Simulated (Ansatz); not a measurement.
# W(100) slab, 5 layers: following an unstable mode

Which phase does W(100) slab, 5 layers fall into along its unstable mode, and how much energy does it gain?

Method: DFT PBEsol, scalar-relativistic, plane waves, PAW; PAW set soft_1, in Ansatz 0.2.0.

Most raw output is cut from this account.

### 1. Set-up

The cell holds 5 atoms: 5 W. Cell: a = 3.080 Å, b = 3.080 Å, c = 36.460 Å, α = 90.0°, β = 90.0°, γ = 90.0°. Vacuum lies along c.

### 2. Phonons on a q mesh

The cell comes from relaxations at this level that are not shown. Stability and thermal properties need the whole zone. Linear response on a 2×2×1 q mesh gives force constants as far as a supercell of that size would.

File input.yaml:

```yaml
crystal:
  lattice:
    - [3.0799851754, 0.0, 0.0]
    - [0.0, 3.0799851754, 0.0]
    - [0.0, 0.0, 36.4599902]
  atoms:
    - { symbol: W, position: [0.0, 0.0, 0.1799194055] }
    - { symbol: W, position: [0.5, 0.5, 0.2206138429] }
    - { symbol: W, position: [0.0, 0.0, 0.2650850959] }
    - { symbol: W, position: [0.5, 0.5, 0.3095563489] }
    - { symbol: W, position: [0.0, 0.0, 0.3502507863] }
  periodic: [true, true, false]
kpoints:
  mp_grid: { grid: [12, 12, 1] }
hamiltonian:
  xc: pbesol
  pseudopotentials: { kind: paw, azcp: { folder: soft_1 }, xc_functional: pbe }
scf:
  occupations: { method: methfessel_paxton, width: 0.2 }
output:
  eigenvalues: true
phonons:
  method: dfpt
  qmesh: [2, 2, 1]
  temperatures: { t_max: 1000, t_step: 50 }
  qpath:
    path: [[0.0, 0.0, 0.0], [0.0, 0.5, 0.0], [0.5, 0.5, 0.0], [0.0, 0.0, 0.0]]
    npoints: 10
```

On the command line:

```bash
$ ansatz run input.yaml --threads 8 --pin off --max-ram 16384MiB --backend cpu --events-out ev --progress --plain --runs-dir out
```

It took 8.6 min on 8 threads of Arm Neoverse V1, shared host; peak memory 2.6 GiB; 65 min of CPU time.

Numbers from this step:

```yaml
gap_on_the_k_mesh: 0 eV
sum_rule_residual_before_enforcement: 1.95e-4 eV/Å²
lowest_frequency_on_the_path: -100.8 cm⁻¹
point_group: 4/mmm
highest_frequency_on_the_path_or_at_a_solved_wavevector: 233.4 cm⁻¹
area_per_atom: 1.897 Å²
highest_optical_mode_at_the_zone_centre_no_lo_to_term: 200.8 cm⁻¹
lowest_optical_zone_centre_mode: 60.23 cm⁻¹
lowest_mode_on_the_q_mesh_acoustic_modes_at_gamma_apart: -100.8 cm⁻¹
```

Frequencies (cm⁻¹) solved at each irreducible wavevector; negative means imaginary. Frequencies by wavevector, by row:

```tsv
q in reciprocal lattice units	star	mode 1	mode 2	mode 3	mode 4	mode 13	mode 14	mode 15
0 0 0	1	0	0	0	60.2	172.1	180.1	200.8
0 -0.5 0	2	-59.7	-33	-27.8	-18.2	207.7	221.2	233.4
-0.5 -0.5 0	1	-100.8	-100.8	-99	-99	200.7	217.7	217.7
```

Interpolated from a 2×2×1 q mesh, rough between the solved points. Phonon branches along the path, in cm⁻¹:

```tsv
point	branch 1	branch 2	branch 3	branch 4	branch 12	branch 13	branch 14	branch 15
Γ	0	0	0	60	172	172	180	201
halfway	19	27	30	40	167	175	205	207
X	-60	-33	-28	-18	151	208	221	233
halfway	-77	-75	-73	-69	173	206	218	219
M	-101	-101	-99	-99	201	201	218	218
halfway	-50	-45	-43	-33	178	194	200	201
Γ	0	0	0	60	172	172	180	201
```

Symmetry leaves 3 wavevectors to solve. The lowest mode among them, the acoustic zeros apart, lies at q = (-0.5, -0.5, 0) and is imaginary, 100.8i cm⁻¹, so the energy falls along it.

### 3. The mode frozen in, largest atomic shift 0 Å

The mode followed lies at q = (-0.5, -0.5, 0) with frequency 100.8i cm⁻¹ and is 2-fold degenerate, the softest among the wavevectors solved. At small amplitude the distorted cell has space group no. 53 by a symmetry search on the positions. The undistorted cell that holds it gives the zero of energy on the same k mesh.

System of this step: W(100) slab, 5 layers. The cell holds 10 atoms: 10 W. Its edges and angles: a = 4.356 Å, b = 4.356 Å, c = 36.460 Å, α = 90.0°, β = 90.0°, γ = 90.0°. It derives from W. Vacuum lies along c.

File input.yaml:

```yaml
crystal:
  lattice:
    - [-3.0799851754, -3.0799851754, 0.0]
    - [-3.0799851754, 3.0799851754, 0.0]
    - [0.0, 0.0, -36.4599902]
  atoms:
    - { symbol: W, position: [1.0, 0.0, 0.8200805945] }
    - { symbol: W, position: [0.5, 0.5, 0.8200805945] }
    - { symbol: W, position: [0.0, 0.5, 0.7793861571] }
    - { symbol: W, position: [0.5, 0.0, 0.7793861571] }
    - { symbol: W, position: [0.5, 0.5, 0.7349149041] }
    - { symbol: W, position: [0.0, 0.0, 0.7349149041] }
    - { symbol: W, position: [0.0, 0.5, 0.6904436511] }
    - { symbol: W, position: [0.5, 0.0, 0.6904436511] }
    - { symbol: W, position: [1.0, 0.0, 0.6497492137] }
    - { symbol: W, position: [0.5, 0.5, 0.6497492137] }
  periodic: [true, true, false]
kpoints:
  mp_grid: { grid: [8, 8, 1] }
hamiltonian:
  xc: pbesol
  pseudopotentials: { kind: paw, azcp: { folder: soft_1 }, xc_functional: pbe }
scf:
  occupations: { method: methfessel_paxton, width: 0.2 }
output:
  forces: true
  stress: true
  eigenvalues: true
```

Run time: 9.9 s. Hardware: 8 threads; peak memory 2.6 GiB.

Numbers from this step:

```
energy from the undistorted cell : 0 meV/atom
```

### 4. The mode frozen in, largest atomic shift 0.22 Å

The atoms are moved along the unstable eigenvector, the largest shift by 0.22 Å, with the cell fixed.

input.yaml, the sections that differ from step 3:

```yaml
crystal:
  lattice:
    - [-3.0799851754, -3.0799851754, 0.0]
    - [-3.0799851754, 3.0799851754, 0.0]
    - [0.0, 0.0, -36.4599902]
  atoms:
    - { symbol: W, position: [1.0, 0.0505078703, 0.8200805945] }
    - { symbol: W, position: [0.5, 0.4494921297, 0.8200805945] }
    - { symbol: W, position: [0.0, 0.5044953589, 0.7793861571] }
    - { symbol: W, position: [0.5, -0.0044953589, 0.7793861571] }
    - { symbol: W, position: [0.5, 0.5, 0.7349149041] }
    - { symbol: W, position: [0.0, 0.0, 0.7349149041] }
    - { symbol: W, position: [0.0, 0.4955046411, 0.6904436511] }
    - { symbol: W, position: [0.5, 0.0044953589, 0.6904436511] }
    - { symbol: W, position: [1.0, -0.0505078703, 0.6497492137] }
    - { symbol: W, position: [0.5, 0.5505078703, 0.6497492137] }
  periodic: [true, true, false]
# kpoints, hamiltonian, scf, output: as in step 3
```

It took 18 s on 8 threads; peak memory 2.9 GiB; 2.2 min of CPU time.

This step gave:

```
energy from the undistorted cell : -29.76 meV/atom
```

The energy, extrapolated to zero smearing, is -29.76 meV/atom against the undistorted cell.

### 5. Energy along the mode, all amplitudes (two of the runs are shown above)

An imaginary frequency means negative curvature, so the energy should fall and then rise again as anharmonic terms take over.

Numbers from this step:

| Item | Value |
| --- | --- |
| depth at the lowest point sampled | 29.76 meV/atom |
| largest atomic shift at that point | 0.22 Å |

Table of energy from the parent by largest atomic shift:

```tsv
largest atomic shift (Å)	energy from the parent (meV/atom)
0.000	0
0.040	-2.33
0.080	-8.48
0.140	-21.3
0.220	-29.8
0.320	6.94
```

Displacement at unit largest shift by atom:

```tsv
atom	x (Å)	y (Å)	z (Å)	size
W1	-0.707	0.707	0.000	1.000
W2	0.707	-0.707	0.000	1.000
W3	-0.063	0.063	0.000	0.089
W4	0.063	-0.063	0.000	0.089
W5	0.000	0.000	0.000	0.000
W6	0.000	0.000	0.000	0.000
W7	0.063	-0.063	0.000	0.089
W8	-0.063	0.063	0.000	0.089
W9	0.707	-0.707	0.000	1.000
W10	-0.707	0.707	0.000	1.000
```

The lowest of the steps tried is at 0.22 Å, 29.8 meV/atom below the parent; the bottom of the well need not coincide with a step.

### 6. Relaxing from the distorted cell

Starting from the lowest point found, all atoms and the cell are let go, so that strain and other modes of the same symmetry can join in.

input.yaml, as its differences from that of step 4:

```diff
@@ -28 +28,10 @@
   eigenvalues: true
+  write_density: true
+  write_potential: true
+  elf: true
+  volumetric_format: npy
+relax:
+  adjacent_minimum: "off"
+  f_tol: 0.002
+  max_steps: 120
+  cell: { stress_2d_tol: 0.005 }
```

It took 2.6 min on 8 threads; peak memory 3 GiB.

Step by step:

```tsv
step	energy less that of the first step (eV)	largest force component (eV/Å)	volume (Å³)
1	0.0000	0.6662	691.74
2	0.0460	0.7113	706.24
3	-0.0773	0.0312	694.79
4	-0.0777	0.0131	695.85
5	-0.0777	0.0128	695.72
6	-0.0778	0.0040	695.45
7	-0.0778	0.0006	695.48
8*	-0.0782	0.0006	695.48
```

Relaxation steps marked * repeat the geometry before them on a plane-wave basis chosen anew for their cell, so energy and pressure can jump there. Relaxation step 2 was tried and not accepted.

The run keeps the 8 symmetry operations that it works with, so distortions that break them were not tested.

```tsv
cell as run	before	after	change
a (Å)	4.356	4.352	-0.1 %
b (Å)	4.356	4.383	+0.6 %
```

The atoms that moved most (Å, along periodic axes as changes of fractional coordinates times the final cell, across vacuum about the mean position):

```tsv
atom	dx	dy	dz	length
W2	0.010	-0.010	-0.027	0.031
W1	-0.010	0.010	-0.027	0.031
W10	-0.010	0.010	0.027	0.031
W9	0.010	-0.010	0.027	0.031
W7	0.009	-0.009	-0.017	0.021
W8	-0.009	0.009	-0.017	0.021
W4	0.009	-0.009	0.017	0.021
W3	-0.009	0.009	0.017	0.021
```

Final coordinates:

```
W
1.0
    -3.07723   -3.07723    0.00000
    -3.09940    3.09940    0.00000
     0.00000    0.00000  -36.45999
W
10
Direct
  0.00000 0.05384 0.82083
  0.50000 0.44616 0.82083
  0.00000 0.50754 0.77893
  0.50000 0.99246 0.77893
  0.50000 0.50000 0.73491
  0.00000 0.00000 0.73491
  0.00000 0.49246 0.69090
  0.50000 0.00754 0.69090
  0.00000 0.94616 0.64900
  0.50000 0.55384 0.64900
```

This step gave:

| Quantity | Value |
| --- | --- |
| area per atom | 1.908 Å² |

ELF in the bc plane at fractional x = 0.500, with atoms of W within 0.2 Å of it. It is the smooth field of the valence electrons, not physical close to the nuclei.

Values, 24 rows by 14 columns, each cell a mean:
```
0.00 0.00 0.00 0.00 0.00 0.00 0.00 0.00 0.00 0.00 0.00 0.00 0.00 0.00
0.01 0.01 0.01 0.01 0.01 0.00 0.00 0.00 0.00 0.00 0.00 0.00 0.01 0.01
0.12 0.12 0.11 0.09 0.08 0.06 0.05 0.05 0.06 0.06 0.07 0.08 0.09 0.10
0.36 0.32 0.22 0.17 0.21 0.28 0.30 0.33 0.32 0.25 0.24 0.27 0.31 0.34
0.40 0.42 0.36 0.36 0.52 0.51 0.36 0.46 0.48 0.33 0.30 0.34 0.39 0.39
0.36 0.52 0.46 0.32 0.35 0.38 0.37 0.36 0.38 0.37 0.30 0.38 0.54 0.44
0.31 0.35 0.37 0.31 0.36 0.55 0.48 0.38 0.53 0.49 0.31 0.34 0.37 0.33
0.40 0.55 0.53 0.32 0.33 0.34 0.32 0.33 0.37 0.41 0.37 0.37 0.56 0.53
0.35 0.35 0.36 0.31 0.25 0.44 0.62 0.48 0.46 0.58 0.40 0.24 0.33 0.38
0.26 0.23 0.21 0.19 0.18 0.15 0.13 0.11 0.10 0.11 0.13 0.18 0.23 0.26
0.04 0.04 0.03 0.03 0.02 0.02 0.02 0.02 0.02 0.03 0.03 0.04 0.05 0.05
0.00 0.00 0.00 0.00 0.00 0.00 0.00 0.00 0.00 0.00 0.00 0.00 0.00 0.00
0.00 0.00 0.00 0.00 0.00 0.00 0.00 0.00 0.00 0.00 0.00 0.00 0.00 0.00
0.00 0.00 0.00 0.00 0.00 0.00 0.00 0.00 0.00 0.00 0.00 0.00 0.00 0.00
0.00 0.00 0.00 0.00 0.00 0.00 0.00 0.00 0.00 0.00 0.00 0.00 0.00 0.00
0.00 0.00 0.00 0.00 0.00 0.00 0.00 0.00 0.00 0.00 0.00 0.00 0.00 0.00
0.00 0.00 0.00 0.00 0.00 0.00 0.00 0.00 0.00 0.00 0.00 0.00 0.00 0.00
0.00 0.00 0.00 0.00 0.00 0.00 0.00 0.00 0.00 0.00 0.00 0.00 0.00 0.00
0.00 0.00 0.00 0.00 0.00 0.00 0.00 0.00 0.00 0.00 0.00 0.00 0.00 0.00
0.00 0.00 0.00 0.00 0.00 0.00 0.00 0.00 0.00 0.00 0.00 0.00 0.00 0.00
0.00 0.00 0.00 0.00 0.00 0.00 0.00 0.00 0.00 0.00 0.00 0.00 0.00 0.00
0.00 0.00 0.00 0.00 0.00 0.00 0.00 0.00 0.00 0.00 0.00 0.00 0.00 0.00
0.00 0.00 0.00 0.00 0.00 0.00 0.00 0.00 0.00 0.00 0.00 0.00 0.00 0.00
0.00 0.00 0.00 0.00 0.00 0.00 0.00 0.00 0.00 0.00 0.00 0.00 0.00 0.00
```
Columns run along b (4.4 Å), rows up along c (36.5 Å). Atoms in or near the plane, at fractional coordinates: W at (0.45, 0.82), W at (0.99, 0.78), W at (0.50, 0.73), W at (0.01, 0.69), W at (0.55, 0.65).

Electrostatic potential energy in the bc plane at fractional x = 0.500, with atoms of W within 0.2 Å of it. With pseudopotentials it is smooth inside the atoms' cores, unlike the true potential.

Ten even steps from '_' (-46 eV) to '@' (0 eV), each cell a mean:
```
@@@@@@@@@@@@@@@@@@@@@@@@@@@@
@@@@@@@@@@@@@@@@@@@@@@@@@@@@
@@@@@@@@@@@@@@@@@@@@@@@@@@@@
@@@@@@%%##++++++**%%@@@@@@@@
++******--..__..::**%%%%**++
__..--**##****++**####++::..
****####++..______::**%%##**
____::**%%%%##****####++..__
@@@@@@@@##==________--##%%@@
@@@@@@@@@@@@@@%%%%@@@@@@@@@@
@@@@@@@@@@@@@@@@@@@@@@@@@@@@
@@@@@@@@@@@@@@@@@@@@@@@@@@@@
@@@@@@@@@@@@@@@@@@@@@@@@@@@@
@@@@@@@@@@@@@@@@@@@@@@@@@@@@
@@@@@@@@@@@@@@@@@@@@@@@@@@@@
@@@@@@@@@@@@@@@@@@@@@@@@@@@@
@@@@@@@@@@@@@@@@@@@@@@@@@@@@
@@@@@@@@@@@@@@@@@@@@@@@@@@@@
@@@@@@@@@@@@@@@@@@@@@@@@@@@@
@@@@@@@@@@@@@@@@@@@@@@@@@@@@
@@@@@@@@@@@@@@@@@@@@@@@@@@@@
@@@@@@@@@@@@@@@@@@@@@@@@@@@@
@@@@@@@@@@@@@@@@@@@@@@@@@@@@
@@@@@@@@@@@@@@@@@@@@@@@@@@@@
```
Columns run along b (4.4 Å; values clipped at the 3rd and 97th percentile), rows up along c (36.5 Å). Atoms in or near the plane, at fractional coordinates: W at (0.45, 0.82), W at (0.99, 0.78), W at (0.50, 0.73), W at (0.01, 0.69), W at (0.55, 0.65).

Valence density in the bc plane at fractional x = 0.500, with atoms of W within 0.2 Å of it. It is the smooth field of the valence electrons, not physical close to the nuclei.

Ten steps, logarithmic in the rise over the least value, from '0' (0.0 e/Å³) to '9' (4.4 e/Å³), each cell a mean:
```
00000000000000
00000000000000
00000000000000
12235677532111
76568999864467
99755567655689
66556899985556
99864456655689
33334799997543
00011122221111
00000000000000
00000000000000
00000000000000
00000000000000
00000000000000
00000000000000
00000000000000
00000000000000
00000000000000
00000000000000
00000000000000
00000000000000
00000000000000
00000000000000
```
Columns run along b (4.4 Å), rows up along c (36.5 Å). Atoms in or near the plane, at fractional coordinates: W at (0.45, 0.82), W at (0.99, 0.78), W at (0.50, 0.73), W at (0.01, 0.69), W at (0.55, 0.65).

The distorted start has space group Pmna; the relaxation ends in Pmna.

### 7. Outcome

```json
{
 "unstable mode of the parent": "q = (-0.5, -0.5, 0), 101i cm⁻¹",
 "depth at the lowest point sampled": "29.8 meV/atom",
 "largest atomic shift at that point": "0.22 Å",
 "space group reached (within 0.01 Å)": "Pmna",
 "energy gained over the parent (first relaxation, on the mesh of the frozen mode)": "37.7 meV/atom",
 "area per atom, phase reached": "1.91 Å²"
}
```

What this shows: Along this mode the structure falls into Pmna, 37.7 meV/atom below the parent. At the parent's cell the well is 29.76 meV/atom deep on the steps tried, with its lowest point at a shift of 0.22 Å. Relaxing atoms and cell changes the gain by +7.98 meV/atom against the lowest step (energies at zero smearing). The modes of the phase reached were not computed on this path. Of the 3 patterns followed to their end from this parent, this one reaches the lowest energy. Each path keeps the symmetry of its pattern, so a lower phase may lie along a pattern not tried. The q mesh stands for a supercell only 6.2 Å across, so branches between the solved wavevectors are rough. With no gap, or one that is small against the smearing, the frequencies hang on the k mesh and the smearing, most of all near Kohn anomalies. In a sheet or slab the interpolated bending branch near Γ is rough, since the rotational sum rule isn't imposed. Spin-orbit coupling is left out, which can matter for the heavy elements here. The PAW files were made for PBE and serve the other functionals too. The starting cell was built on a prototype and not taken from a measurement.

[Logs are printed without paths, hosts, clocks, repeated set-up lines and the standing remarks that a program may print on its own settings, such as how far it seeks lower states.]

[Hosts, paths, dates, database ids (printed as entryN), source tags and the programs' standing remarks are cut or masked in the printed files.]
